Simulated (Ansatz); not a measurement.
# MnSe (I-4m2): phonons and vibrational spectra

Aim: the phonons of MnSe (I-4m2) at a cell relaxed beforehand at this level.

Main program and level: Ansatz 0.2.0; DFT PBEsol, scalar-relativistic, plane waves, PAW; PAW set soft_1.

The database entry behind the starting cell is an old determination (1938), so it need not match the best structure at ambient conditions.

## 1. The structure

The structure is tetragonal, space group I-4m2 (No. 119). The conventional cell has a = 4.070 Å, b = 4.070 Å, c = 5.549 Å, α = 90.00°, β = 90.00°, γ = 90.00°. Nearest to Mn lie 4 Se at 2.46 Å. Nearest to Se lie 4 Mn at 2.46 Å. Farther neighbours and most contacts between anions are not listed.

Structure file:

```cif
data_structure
_symmetry_space_group_name_H-M 'P 1'
_symmetry_Int_Tables_number 1
_cell_length_a 4.0702
_cell_length_b 4.0702
_cell_length_c 5.5487
_cell_angle_alpha 90.000
_cell_angle_beta 90.000
_cell_angle_gamma 90.000
_cell_volume 91.92
loop_
_atom_site_label
_atom_site_type_symbol
_atom_site_fract_x
_atom_site_fract_y
_atom_site_fract_z
_atom_site_occupancy
Mn1 Mn 0.50000 0.50000 0.50000 1
Mn2 Mn 0.00000 0.00000 0.00000 1
Se3 Se 0.50000 0.00000 0.25000 1
Se4 Se 0.00000 0.50000 0.75000 1
```

## 2. Zone-centre response

The cell comes from relaxations at this level that are not shown. The zone centre is the only wavevector solved here; it holds the modes that light can see, as far as symmetry allows. The response to a homogeneous field gives the Born charges and the dielectric tensor, and its change with displacement the Raman tensors.

input.yaml reads:

```yaml
crystal:
  lattice:
    - [2.8780988332, -2.8780988332, 0.0]
    - [-2.8780988332, -2.8780988332, 0.0]
    - [0.0, 0.0, -5.5486699033]
  atoms:
    - { symbol: Mn, position: [0.5, 0.5, 0.5], spin: -4.27 }
    - { symbol: Mn, position: [0.0, 0.0, 0.0], spin: 4.27 }
    - { symbol: Se, position: [0.5, 0.0, 0.25] }
    - { symbol: Se, position: [0.0, 0.5, 0.75] }
kpoints:
  mp_grid: { grid: [8, 8, 6] }
hamiltonian:
  xc: pbesol
  pseudopotentials: { kind: paw, azcp: { folder: soft_1 }, xc_functional: pbe }
scf:
  occupations: { method: gaussian, width: 0.02 }
output:
  eigenvalues: true
  populations: true
magnetization:
  spin_polarized: true
phonons:
  method: dfpt
  dielectric: true
  rigid_motions: translations
  raman: true
```

Command:

```console
$ ansatz run input.yaml --threads 4 --pin off --max-ram 10240MiB --backend cpu --events-out ev --progress --plain --runs-dir out
```

Numbers of over 12 decimals in the logs are rounded to 6 here.

What it wrote:

```text
Engine: ansatz 0.2.0, aarch64-unknown-linux-gnu
Pseudopotentials: kind: paw
Pseudopotential: Mn, paw, valence charge 15, recommended cutoff 420 eV (normal), soft_1/Mn.paw.azcp
Pseudopotential: Se, paw, valence charge 16, recommended cutoff 420 eV (normal), soft_1/Se.paw.azcp
Functional definition: PBEsol
  exchange = pbesol_x
  correlation = pbesol_c
Crystal: 4 atoms, lattice volume = 91.924 Å³
Basis set: ecut = 420 eV, 1819 PW (Γ), exchange–correlation on 60×60×80 points (8 copies of the dense FFT grid, shifted against one another)
Bands: 43, of which v1, the nominal top of the filled ones, is band 31 counted from 1 (30 counted from 0)
Symmetry: 8 space group operations
Space group: P-4m2 (ITA 115), of the structure as read, at distance tolerance 4.5e-5 Å
Magnetic group: BNS 115.290 (UNI 950), of the structure as read, at distance tolerance 4.5e-5 Å
k-points: 60 of 384 (time reversal used)
Non-local potential: Mn, projectors of the file, l = 0: 3, l = 1: 2, l = 2: 3, l = 3: 1
Non-local potential: Se, projectors of the file, l = 0: 2, l = 1: 2, l = 2: 3, l = 3: 1
PAW form: soft (Blöchl's): semilocal exchange-correlation on the pseudo side does not see the compensation charge
PAW frozen core: Mn, regenerated for the run's functional, and the local potential with it (the file was generated under x = pbe(κ = 0.804, μ = 0.219515), c = pbe(β = 0.066725))
PAW frozen core: Se, regenerated for the run's functional, and the local potential with it (the file was generated under x = pbe(κ = 0.804, μ = 0.219515), c = pbe(β = 0.066725))
PAW one-centre angular grid: Mn, 590 points (default); XC on 64 Gauss nodes
PAW one-centre angular grid: Se, 590 points (default); XC on 64 Gauss nodes
Initial density: superposition of atomic densities (chi_scale 0.1, normalization cell, long waves kept (reshape's long-wave potential 0.00 eV rms))
Starting moments: Σ|m| = 8.54 μB on 2 of 4 sites
Starting magnetic order: antiferromagnet; a translation exchanges its spin sublattices: spin-degenerate at every k-point
Initial wavefunctions: pseudopotential atomic-orbital guess
Functional: x = pbesol(κ = 0.804, μ = 0.123457), c = pbesol(β = 0.046)
SCF 1 converged in 10 iterations: F = -18587.125807 eV  dr2 = 7.51e-9
  greatest PAW one-centre occupation: 1.000 electrons in one spin orbital (limit 2), on the Mn atom at site 1 (counted from 0), in its partial waves of l = 1
a single point of the input's cell can leave the moments in the input for a lower state (scf.lower_state_search): this run first made a single point of its cell. This run's own SCFs start from the density of the state that the single point found, with the moments in the input. The single point stayed on the moments in the input.
k-points: 196 of 384 (irreducible under 1 space group operation, time reversal used)
Initial density: read from a saved state, or passed on in memory by an earlier SCF of this step, an earlier step, the calling program or the single point that the run made first
Stability of the state it starts from, as read at its close in the collinear treatment: not read negative (Ritz values of 1 − χ₀K, real part plus size of imaginary part, from 0.88 to 1.0, by its mixing steps under the symmetry group of the SCF that read it); its run was given moments
Starting moments: Σ|m| = 8.54 μB on 2 of 4 sites; this step starts from the density that it was given
iter 1 solved again at ethr=1.03e-7 eV; its pass at ethr=3.10e-3 eV (dr2=6.40e-5 eV) is discarded
SCF iter   1: F=—  HF=-18587.125808 eV  |F-HF|=—  |Δ(HF+E_count)|=         —  Δρ=1.05e-6 (↑1.05e-6 ↓1.05e-6)  dr2=3.27e-9  dr2_m=4.04e-11  M=0.000 μB ∫|m|=8.744 μB  β_m=0.65  ethr=1.03e-7  ⟨swp⟩=3.0  Hψ=54724  notcnv=0
eigensolver tolerance schedule: the retry pair's looser diagonalisation over-reported the residual by 19575.91 of it (diagonalisation noise at 1.87 of the residual, at the tolerance the schedule requests for it); recorded, not acted on — ethr = c·dr2/N_el stays at c = 1.0e-1
preconditioner: auto → Resta (q_TF=auto, 2.555 Å⁻¹)  ε∞=5.9  [insulator: Δε(μ)=1.025 eV  Ē_g=8.935 eV  σ=0.020 eV  W_gap=1.00  n_scr=28 (ndim 8)  ℏωp=19.7 eV  f_vac=0.087  D(μ)=0.00/eV (n_scr^D=0)  ε∞_Penn≈5.9]
spin=Collinear: Resta preconditioning applied to the charge; magnetization (m = ρ↑ − ρ↓) channel mixes plain (no charge-response kernel on spin).
SCF iter   2: F=—  HF=-18587.125807 eV  |F-HF|=—  |Δ(HF+E_count)|=   1.10e-6  Δρ=7.25e-7 (↑7.25e-7 ↓7.25e-7)  dr2=1.29e-9  dr2_m=1.10e-10  M=0.000 μB ∫|m|=8.744 μB  β_m=0.47  ethr=5.27e-12  ⟨swp⟩=3.0  Hψ=16832  notcnv=0
SCF iter   3: F=—  HF=-18587.125807 eV  |F-HF|=—  |Δ(HF+E_count)|=   1.19e-9  Δρ=5.25e-7 (↑5.25e-7 ↓5.25e-7)  dr2=6.03e-10  dr2_m=8.13e-11  M=0.000 μB ∫|m|=8.744 μB  β_m=0.73  ethr=2.08e-12  ⟨swp⟩=2.0  Hψ=13310  notcnv=0
SCF iter   4: F=—  HF=-18587.125807 eV  |F-HF|=—  |Δ(HF+E_count)|=   1.63e-9  Δρ=1.26e-7 (↑1.26e-7 ↓1.26e-7)  dr2=4.85e-11  dr2_m=1.13e-12  M=0.000 μB ∫|m|=8.744 μB  β_m=0.73  ethr=1.00e-12  ⟨swp⟩=2.0  Hψ=10972  notcnv=0
SCF iter   5: F=-18587.125807 eV  HF=-18587.125807 eV  |F-HF|=3.64e-12  |Δ(HF+E_count)|=  7.28e-12  Δρ=9.25e-8 (↑9.25e-8 ↓9.25e-8)  dr2=1.39e-11  dr2_m=1.46e-12  M=0.000 μB ∫|m|=8.744 μB  ethr=1.00e-12  ⟨swp⟩=4.0  Hψ=35945  notcnv=0
[...]
E_vxc        = -452.935459  (∫ρ·V_xc dr)
  E_paw        = -6776.768290  (= ΣΔE_a)
  E_vpaw       = -1088.726849  (= ΣTr[D̂ρ^β])
  E_aug_tail   = -0.000535  (compensation charges beyond the density's cutoff)
  E_ewald      = -6560.883320
  E_core_change = 2.356205  (= ΣΔE_core)
  E_smearing   = -0.000000  (= −TS)
  E_closure    = 0.000000  (closes the sum)
  Σ components = -18587.125807   (vs F -18587.125807, Δ=0.00e0)
--- Band table (eV; the first three rows and the last of 392) ---
  k-point 0 ↑: bands = [... 27 lower, 6.0337, 7.1913, 7.8369, 7.8369, 9.3482, 9.5698, 10.0622, 10.6136, ... 8 higher]
  k-point 1 ↑: bands = [... 27 lower, 5.9961, 7.2094, 7.8856, 7.8856, 9.4502, 9.5677, 10.0040, 11.0798, ... 8 higher]
  k-point 2 ↑: bands = [... 27 lower, 5.9267, 7.2546, 7.9928, 7.9928, 9.5635, 9.6124, 10.1942, 10.7938, ... 8 higher]
  k-point 195 ↓: bands = [... 27 lower, 5.9265, 5.9328, 6.1880, 6.7145, 9.3231, 9.3231, 9.6688, 9.6874, ... 8 higher]
--- Phonons (Γ-DFPT): 6 representative perturbations + reference, on 196 of 384 k-points (Σ response iterations 18) ---
  k mesh reduced under 1 symmetry operation, with k and −k counted as one. Each operation leaves every solved perturbation unchanged. A smaller set is not considered because the run solves the response to a homogeneous field
  ASR residual: 1.655e-4 → 0.000e0 eV/Å²; symmetrization residual: 7.890e-6 eV/Å²
  ASR residual per site (eV/Å²): 1.65e-4 1.64e-4 9.43e-5 9.43e-5
  Γ frequencies (cm⁻¹): 0.00 0.00 0.00 41.76 41.76 176.75 189.15 226.48 226.48 226.51 226.51 229.47
  ε∞ (high-frequency dielectric tensor):
        9.864297     0.000000     0.000000
        0.000000     9.864297     0.000000
        0.000000     0.000000    10.442118
  ε⁰ (static dielectric tensor: ions relaxed, cell fixed):
       12.344604     0.000000     0.000000
        0.000000    12.344604     0.000000
        0.000000     0.000000    12.113393
  ε⁰ − ε∞ (ionic part):
        2.480307     0.000000     0.000000
        0.000000     2.480307     0.000000
        0.000000     0.000000     1.671275
  softest optical mode at Γ: 41.76 cm⁻¹; the repairs (sum rule, projections) moved no ω² at Γ by more than (1.13 cm⁻¹)²
  Born effective charges Z* (e; rows j = field, columns β = displacement):
    site 0:
         1.96241    0.00000   -0.00000
         0.00000    1.96241   -0.00000
        -0.00000   -0.00000    1.63194
    site 1:
         1.96241    0.00000   -0.00000
         0.00000    1.96241   -0.00000
         0.00000   -0.00000    1.63194
    site 2:
        -1.96241   -0.00000    0.00000
        -0.00000   -1.96241    0.00000
         0.00000    0.00000   -1.63194
    site 3:
        -1.96241    0.00000    0.00000
         0.00000   -1.96241    0.00000
        -0.00000    0.00000   -1.63194
  Z* charge neutrality: 3.732e-3 e pre-enforcement
  solved inside a basis spanned on kpoints, on 10×10×8 k-points: ε∞ is read to err by 3.8e-2, Z* by 1.8e-2 e (field_mesh: kpoints solves on kpoints); Z* is corrected for what the basis lacks
  Raman tensors (in the event stream and the table raman_tensors.tsv): an entry may err by 2.6e0 Å², one of the second-order susceptibility by 2.2e1 pm/V (basis, points and sum rule); their sum over the sites missed zero by 4.113e-4 Å² ahead of its enforcement
  optical modes at Γ without the LO–TO term, one row a degenerate level:
      ω (cm⁻¹)  modes    IR ((D/Å)²/amu)  static Raman (Å⁴/amu)  depolarisation
         41.76      2             0.0000                 0.0000               —
        176.75      1             0.0000                 0.0000               —
        189.15      1             0.0000                 0.0000               —
        226.48      2             0.0000                 0.0008           0.750
        226.51      2            10.9691              1264.8898           0.750
        229.47      1             3.7929               107.4943           0.750
  optical modes at Γ + LO–TO along q̂ = [1.0000, 0.0000, 0.0000]:
      ω (cm⁻¹)  modes    IR ((D/Å)²/amu)  static Raman (Å⁴/amu)  depolarisation
         41.76      2             0.0000                 0.0000               —
        176.75      1             0.0000                 0.0000               —
        189.15      1             0.0000                 0.0000               —
        226.48      1             0.0000                 0.0004           0.750
        226.48      1             0.0000                 0.0000               —
        226.51      1             5.4845               632.4449           0.750
        229.47      1             3.7929               107.4943           0.750
        253.39      1             5.4845               164.2634           0.750
  optical modes at Γ + LO–TO along q̂ = [0.0000, 1.0000, 0.0000]:
      ω (cm⁻¹)  modes    IR ((D/Å)²/amu)  static Raman (Å⁴/amu)  depolarisation
         41.76      2             0.0000                 0.0000               —
        176.75      1             0.0000                 0.0000               —
        189.15      1             0.0000                 0.0000               —
        226.48      1             0.0000                 0.0004           0.750
        226.48      1             0.0000                 0.0000               —
        226.51      1             5.4845               632.4449           0.750
        229.47      1             3.7929               107.4943           0.750
        253.39      1             5.4845               164.2634           0.750
  optical modes at Γ + LO–TO along q̂ = [0.0000, 0.0000, 1.0000]:
      ω (cm⁻¹)  modes    IR ((D/Å)²/amu)  static Raman (Å⁴/amu)  depolarisation
         41.76      2             0.0000                 0.0000               —
        176.75      1             0.0000                 0.0000               —
        189.15      1             0.0000                 0.0000               —
        226.48      2             0.0000                 0.0008           0.750
        226.51      2            10.9691              1264.8898           0.750
        247.15      1             3.7929                 0.4626           0.750
--- Löwdin populations: 4 sites ---
  site symbol       q [e]    m [muB]
     0     Mn     14.0916    -4.2670
     1     Mn     14.0916     4.2670
     2     Se     16.7439     0.0000
     3     Se     16.7439     0.0000
  spilling = 0.005307 (of n_electrons = 62.000000)
[key lines of the parts left out:]
SCF converged after 5 iterations
Magnetization: 0.0000 μB (31.0000 up, 31.0000 down)
Free energy (F): -18587.125807 eV
Fermi energy:    8.564994 eV
```

The job ended after 20 min (4 threads of Arm Neoverse V1, shared host; peak memory 4.4 GiB).

The column dr2 measures how far the density is from self-consistency, as an energy; F and HF (Harris–Foulkes) agree once it is small.

This step gave:

- absolute magnetization: 8.749 μB
- site moments: -3.881, 3.881, -5.15e-16, 2.96e-16 μB
- gap on the k-mesh: 1.025 eV
- volume per atom: 22.98 Å³
- gap by spin: 1.025, 1.025 eV
- sum-rule residual before enforcement: 1.65e-4 eV/Å²
- miss of the charge sum rule: 0.003732 e
- estimated error of the dielectric tensor: 0.03831
- estimated error of the Born charges: 0.01844 e
- highest optical mode at the zone centre (no LO-TO term): 229.5 cm⁻¹
- lowest optical zone-centre mode: 41.76 cm⁻¹
- mean high-frequency dielectric constant: 10.06
- largest Born charge (third of the trace): 1.852 e
- mean static dielectric constant: 12.27
- top of the zone-centre spectrum with the field: 253.4 cm⁻¹

Without the LO-TO term. Patterns of degenerate modes are one choice out of their space. Modes at Γ, with each element's share of the kinetic energy:

```tsv
mode	frequency (cm⁻¹)	Mn %	Se %
1	0.0	41	59
2	0.0	41	59
3	0.0	41	59
4	41.8	48	52
5	41.8	48	52
6	176.8	0	100
7	189.2	100	0
8	226.5	52	48
9	226.5	52	48
10	226.5	59	41
11	226.5	59	41
12	229.5	59	41
```

Displacements in mode 5 (41.8 cm⁻¹), the largest set to 1:
```
Mn1  0.00  1.00  0.00
Mn2  0.00 -1.00  0.00
Se3  0.88  0.00  0.00
Se4 -0.88  0.00  0.00
```

Displacements in mode 12 (229.5 cm⁻¹), the largest set to 1:
```
Mn1  0.00  0.00  1.00
Mn2  0.00  0.00  1.00
Se3  0.00  0.00 -0.70
Se4  0.00  0.00 -0.70
```

Optical modes at the zone centre, without and with the macroscopic field of the longitudinal modes; each column is sorted by frequency, so a row need not hold one and the same mode. Modes with and without the field, by row:

```tsv
rank among optical modes	no field (cm⁻¹)	q along (1, 0, 0) (cm⁻¹)	q along (0, 0, 1) (cm⁻¹)
1	41.8	41.8	41.8
2	41.8	41.8	41.8
3	176.8	176.8	176.8
4	189.2	189.2	189.2
5	226.5	226.5	226.5
6	226.5	226.5	226.5
7	226.5	226.5	226.5
8	226.5	229.5	226.5
9	229.5	253.4	247.2
```

Born charge (rows field, columns displacement) (e), principal values of the symmetric part by kind of site:

```tsv
atom	atoms with these values	low	middle	high	mean
Mn1	2	1.63	1.96	1.96	1.85
Se3	2	-1.96	-1.96	-1.63	-1.85
```

In full for Mn1:

```
1.96 0.00 0.00
0.00 1.96 0.00
0.00 0.00 1.63
```

High-frequency dielectric tensor:

```
 9.86  0.00  0.00
 0.00  9.86  0.00
 0.00  0.00 10.44
```

Static dielectric tensor (ions relaxed, fixed cell):

```
12.34  0.00  0.00
 0.00 12.34  0.00
 0.00  0.00 12.11
```

Transverse modes. Infrared lines, with heights relative to the strongest:

```tsv
position (cm⁻¹)	lines merged	relative intensity
42	1	0.0
177	1	0.0
189	1	0.0
226	2	100
230	1	35
```

Activity x (w_L - w)^4 (n + 1)/w, 532 nm, 300 K; the tensors are static ones, while 532 nm light lies above the computed direct gap, where resonance would change the heights; modes without the macroscopic field alone. Lines of the Raman spectrum (strongest = 100):

```tsv
position (cm⁻¹)	lines merged	relative intensity
42	1	0.0
177	1	0.0
189	1	0.0
226	2	100
230	1	8.3
```

Static second-order susceptibility (pm/V), twice the coefficient d of second-harmonic generation. Second order susceptibility, by row:

```tsv
field along	xx	yy	zz	yz	xz	xy
x	0	0	0	189.1	0	0
y	0	0	0	0	189.1	0
z	0	0	0	0	0	189.1
```

Before it was imposed, the acoustic sum rule was missed by 1.7e-4 eV/Å² and the charge sum rule by 0.0037 e. Small misses are needed for a sound result but don't prove that mesh and cutoff are converged. The lowest optical mode is real, 41.8 cm⁻¹.

The log warns of the k mesh: “the force constants stand on the 8×8×6 k-mesh, whose period is 13.87 times the interband length at k = (0.0000, 0.0000, 0.0000) (spin ↑), direct gap 1.511 eV, under 14: take them and everything formed from them as unconverged”.

## 3. Another isotope

An isotope changes the mass and not the force constants, so no new electronic calculation is needed; the shifts show which modes move this element.

The same force constants with the mass of Se changed from 78.971 to 81.917 u (phonopy, no LO-TO term). Both lists are sorted by frequency; levels can cross, so a row need not hold one and the same mode. Modes under 3 cm⁻¹ are left out. Isotope shifts, by row:

```tsv
q	rank	natural mass (cm⁻¹)	changed mass (cm⁻¹)
0 0 0	4	41.76	41.35
0 0 0	5	41.76	41.35
0 0 0	6	176.8	173.5
0 0 0	7	189.2	189.2
0 0 0	8	226.5	224.5
0 0 0	9	226.5	224.5
0 0 0	10	226.5	224.8
0 0 0	11	226.5	224.8
0 0 0	12	229.5	227.8
```

A mode of this element alone would shift by -1.81 %. The highest zone-centre frequency without the field goes from 229.5 to 227.8 cm⁻¹ (-0.7 %). The product of the frequency ratios over all optical modes at Γ is 0.925; the product rule, (m/m′)^(3k/2) (M′/M)^(3/2) with k = 2 such atoms and M the mass of the cell, gives 0.926.

## 4. Summary of results

| Item | Value |
| --- | --- |
| space group (within 0.01 Å) | I-4m2 |
| volume per atom | 23.0 Å³ |
| gap on the k-mesh | 1.02 eV |
| highest optical mode at the zone centre (no LO-TO term) | 229 cm⁻¹ |
| top of the zone-centre spectrum with the field | 253 cm⁻¹ |
| lowest optical zone-centre mode | 41.8 cm⁻¹ |
| mean high-frequency dielectric constant | 10.1 |
| mean static dielectric constant | 12.3 |
| largest Born charge (third of the trace) | 1.85 e |
| imaginary modes at Γ (the only wavevector solved) | none |
| net magnetic moment of the cell as run | 0 μB |

**Reading.** No mode at the zone centre of the cell as run is imaginary. Without the field, the optical modes at Γ span 42 to 229 cm⁻¹. No dispersion was computed. With the macroscopic field of the longitudinal modes the top of the zone-centre spectrum lies at 253 cm⁻¹, against 229 cm⁻¹ without it. Lattice motion raises the mean dielectric constant from 10.06 to 12.27. The strongest infrared line is at 226 cm⁻¹. Averaged over orientations, the strongest Raman line at 532 nm and 300 K is at 226 cm⁻¹. The tensors are the static, non-resonant ones, while 532 nm light (2.33 eV) lies above the computed gap. With the field response the log warns that the k mesh is coarse for the force constants too, so the frequencies may not be converged. The magnetic order is imposed (antiferromagnetic, q = (0.5, 0.5, 0), in the reciprocal basis of the primitive cell) and the runs use its cell of 4 atoms, a multiple of the chemical cell, so that Γ here also holds zone-boundary modes of the chemical cell; it can lower the symmetry of the database entry. The magnetic state is the one that the run reached from its starting moments; a lower one was not ruled out. The PAW files were made for PBE and serve the other functionals too. These are harmonic frequencies at zero temperature: anharmonic shifts, linewidths and thermal expansion are left out.

[Logs are printed without paths, hosts, clocks, repeated set-up lines and the standing remarks that a program may print on its own settings, such as how far it seeks lower states.]

[Hosts, paths, dates, database ids (printed as entryN), source tags and the programs' standing remarks are cut or masked in the printed files.]
